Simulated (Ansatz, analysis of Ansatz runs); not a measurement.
# Migration in MgH2 (P4_2/mnm): Mg_i by the interstitialcy path, charge 0, part 2 of 3

How high is the barrier when Mg changes place in MgH2 (P4_2/mnm)? The case: Mg_i by the interstitialcy path, charge 0, in a cell of 72 host atoms with 1 Mg put in.

Ansatz 0.2.0; plane-wave PAW DFT, r2SCAN; nudged elastic band between two relaxed defect structures.

So far: Starting point; Relaxation of the start point, charge 0.

### Step 2. Relaxation of the start point, charge 0 (continued)

Level of this step: plane-wave PAW DFT, r2SCAN; relaxation of all atoms of a defect supercell (Ansatz).

Relaxation path (22 of 26):

```
step  energy less that of the first step (eV)  largest force component (eV/Å)
   1                                   0.0000                         11.0272
   2                                  -2.8768                          6.6698
   3                                  -4.6797                          2.3955
   5                                  -5.9545                          0.4708
   6                                  -6.2102                          0.2914
   7                                  -6.4051                          0.2587
   8                                  -6.5229                          0.2107
   9                                  -6.5653                          0.1482
  11                                  -6.6022                          0.2055
  12                                  -6.6238                          0.1322
  13                                  -6.6539                          0.2254
  14                                  -6.6844                          0.2355
  15                                  -6.7248                          0.2373
  16                                  -6.7722                          0.1349
  18                                  -6.7927                          0.1643
  19                                  -6.8157                          0.1524
  20                                  -6.8434                          0.1319
  21                                  -6.8583                          0.2591
  22                                  -6.8594                          0.1965
  24                                  -6.8838                          0.0622
  25                                  -6.8856                          0.0113
  26                                  -6.8856                          0.0115
```

The atoms that moved most (Å, from the sites as typed, ahead of the random displacement):

```
atom      dx      dy      dz  length
 H16  -1.561   0.677   0.857   1.905
Mg13  -1.795  -0.092   0.199   1.809
  H5  -1.022   0.190   0.539   1.171
Mg73  -0.501  -0.374   0.055   0.628
 H40  -0.308  -0.435   0.168   0.559
 H51   0.258  -0.123   0.141   0.318
 H39   0.153  -0.022  -0.259   0.302
 H53   0.231  -0.088  -0.172   0.301
```

Neighbours of Mg73 at the end:

```
atom  distance (Å)
 H16         1.774
 H15         1.882
  H3         1.901
 H54         2.304
 H17         2.822
Mg38         2.897
Mg50         2.925
 H18         2.995
Mg13         3.011
Mg49         3.044
Mg68         3.054
```

Read from the output:

```
free energy                                                                                       : -48939.9188 eV
largest move from the ideal geometry of this structure, a common shift of the far atoms taken out : 1.962 Å
```

The relaxation gained 6.886 eV and ended with a largest force component of 0.012 eV/Å.

### Step 3. Relaxation of the end point, charge 0

The end point is relaxed in the same cell and settings, so that the two energies compare.

q0.end/input.yaml

```yaml
crystal:
  lattice:
    - [8.97000988, 0.0, 0.0]
    - [0.0, 8.97000988, 0.0]
    - [0.0, 0.0, 8.98962369]
  atoms:
    - { symbol: Mg, position: [0.25, 0.25, 0.16666667] }
    - { symbol: Mg, position: [0.0, 0.0, 0.0] }
    - { symbol: H, position: [0.34769609, 0.34769609, 0.0] }
[... 1 atom line left out ...]
    - { symbol: H, position: [0.15230391, 0.15230391, 0.0] }
[... 7 atom lines left out ...]
    - { symbol: Mg, position: [0.0595, 0.2118, 0.8403] }
[... 1 atom line left out ...]
    - { symbol: H, position: [0.34769609, 0.34769609, 0.66666667] }
    - { symbol: H, position: [0.40230391, 0.09769609, 0.83333333] }
    - { symbol: H, position: [0.15230391, 0.15230391, 0.66666667] }
    - { symbol: H, position: [0.09769609, 0.40230391, 0.83333333] }
[... 15 atom lines left out ...]
    - { symbol: H, position: [0.40230391, 0.59769609, 0.83333333] }
[... 19 atom lines left out ...]
    - { symbol: H, position: [0.59769609, 0.40230391, 0.83333333] }
[... 1 atom line left out ...]
    - { symbol: Mg, position: [0.5, 0.5, 0.0] }
[... 11 atom lines left out ...]
    - { symbol: Mg, position: [0.5, 0.5, 0.66666667] }
[... 4 atom lines left out ...]
    - { symbol: Mg, position: [0.25, 0.25, 0.833333] }
basis:
  ecutwfc: 500
  xc_grid: 2
hamiltonian:
  xc: r2scan
kpoints:
  mp_grid: { grid: [1, 1, 1] }
scf:
  occupations: { method: fixed }
  max_iter: 60
output:
  forces: true
relax:
  f_tol: 0.02
  max_steps: 70
  random_displacement: { amplitude: 0.03, seed: 9556 }
```

Run with:

```
ansatz run input.yaml --threads 4 --pin off --max-ram 7536MiB --backend cpu --events-out ev --progress --plain --runs-dir out
```

Numbers of over 12 decimals in the logs are rounded to 6 here.

What it wrote:

```text
[...]
Crystal: 73 atoms, lattice volume = 723.315 Å³
Basis set: ecut = 500 eV, 18333 PW (Γ), exchange–correlation on 144×144×144 points (8 copies of the dense FFT grid, shifted against one another)
Bands: 222, of which v1, the nominal top of the filled ones, is band 149 counted from 1 (148 counted from 0)
Symmetry: 1 space group operations
k-points: 1
[...]
SCF iter   1: F=—  HF=-48932.630291 eV  |F-HF|=—  |Δ(HF+E_count)|=         —  Δρ=8.85e-3  dr2=9.34e-1  dr2_τ=1.30e-1  ethr=1.77e-3  ⟨swp⟩=5.0  Hψ=632  notcnv=0  defer=71
[...]
SCF iter   7: F=-48933.025389 eV  HF=-48933.025387 eV  |F-HF|=1.17e-6  |Δ(HF+E_count)|=   1.39e-5  Δρ=2.57e-5  dr2=6.82e-6  dr2_τ=1.46e-7  ethr=3.36e-9  ⟨swp⟩=4.0  Hψ=697  notcnv=0
SCF 1 converged in 7 iterations: F = -48933.025389 eV  dr2 = 6.82e-6
[...]
atom  73  Mg     0.01156920     0.00264203    -0.00151430
  max |Σ_I F_I| component: 4.23e-3 eV/Å
--- Relaxed structure (28 steps of the walk, 26 accepted, 0 SCFs on fresh bases) ---
  F+E_penalty+E_count = -48939.91871035 eV   max|allowed force component| = 1.385e-2 eV/Å
  atoms:
    - { symbol: Mg, position: [0.248212, 0.250818, 0.171173] }
    - { symbol: Mg, position: [-0.004635, -0.012483, 0.008634] }
    - { symbol: H, position: [0.368577, 0.337388, 0.001789] }
    [... 1 atom left out ...]
    - { symbol: H, position: [0.147631, 0.141017, 0.007842] }
    [... 7 atoms left out ...]
    - { symbol: Mg, position: [0.115256, 0.253683, 0.834182] }
    [... 1 atom left out ...]
    - { symbol: H, position: [0.461087, 0.326617, 0.606963] }
    - { symbol: H, position: [0.393182, 0.068678, 0.830785] }
    - { symbol: H, position: [0.125469, 0.138735, 0.656859] }
    - { symbol: H, position: [0.271410, 0.327324, 0.738377] }
    [... 35 atoms left out ...]
    - { symbol: H, position: [0.596246, 0.409612, 0.835581] }
    [... 13 atoms left out ...]
    - { symbol: Mg, position: [0.512833, 0.522025, 0.650871] }
    [... 4 atoms left out ...]
    - { symbol: Mg, position: [0.449726, 0.260603, 0.811219] }
[key lines of the parts left out:]
SCF converged after 2 iterations
Free energy (F): -48939.918710 eV
Fermi energy:    4.605723 eV
```

Run time: 2.7 min. Hardware: 4 threads of Arm Neoverse V1, shared host; peak memory 1 GiB.

Step by step (22 of 28):

```
step  energy less that of the first step (eV)  largest force component (eV/Å)
   1                                   0.0000                         10.8463
   2                                  -2.8791                          6.5843
   4                                  -5.5849                          0.4905
   5                                  -5.9828                          0.5029
   6                                  -6.2471                          0.3036
   7                                  -6.4489                          0.2737
   9                                  -6.5977                          0.1728
  10                                  -6.6158                          0.2681
  11                                  -6.6539                          0.1508
  13                                  -6.7365                          0.1810
  14                                  -6.7691                          0.2042
  15                                  -6.7841                          0.2031
  16                                  -6.7892                          0.1424
  18                                  -6.8173                          0.0942
  19                                  -6.8362                          0.1464
  20                                  -6.8611                          0.1920
  22                                  -6.8887                          0.0821
  23                                  -6.8616                          0.3180
  24                                  -6.8917                          0.0543
  25                                  -6.8884                          0.0758
  27                                  -6.8933                          0.0138
  28                                  -6.8933                          0.0139
```

Relaxation steps 23, 25 were tried and not accepted.

The atoms that moved most (Å, from the sites as typed, ahead of the random displacement):

```
atom      dx      dy      dz  length
 H18   1.558  -0.674  -0.853   1.900
Mg73   1.791   0.094  -0.198   1.805
 H15   1.017  -0.190  -0.536   1.165
Mg13   0.500   0.375  -0.054   0.627
 H48   0.307   0.430  -0.167   0.554
 H41  -0.256   0.122  -0.139   0.316
 H39  -0.236   0.090   0.170   0.304
 H53  -0.155   0.022   0.256   0.300
```

Neighbours of Mg73 at the end:

```
atom  distance (Å)
 H16         1.803
 H18         1.829
 H54         1.887
 H15         1.932
  H3         1.985
 H53         2.180
 H41         2.363
Mg68         2.810
```

Read from the output:

```yaml
free_energy: -48939.9187 eV
largest_move_from_the_ideal_geometry_of_this_structure_a_common_shift_of_the_far_atoms_taken_out: 1.982 Å
```

The relaxation gained 6.893 eV and ended with a largest force component of 0.014 eV/Å. The end lies within 1 meV of the start.

(Part 2 of 3 ends here.)

[Logs are printed without paths, hosts, clocks, repeated set-up lines and the standing remarks that a program may print on its own settings, such as how far it seeks lower states.]

[Hosts, paths, dates, database ids (printed as entryN), source tags and the programs' standing remarks are cut or masked in the printed files.]
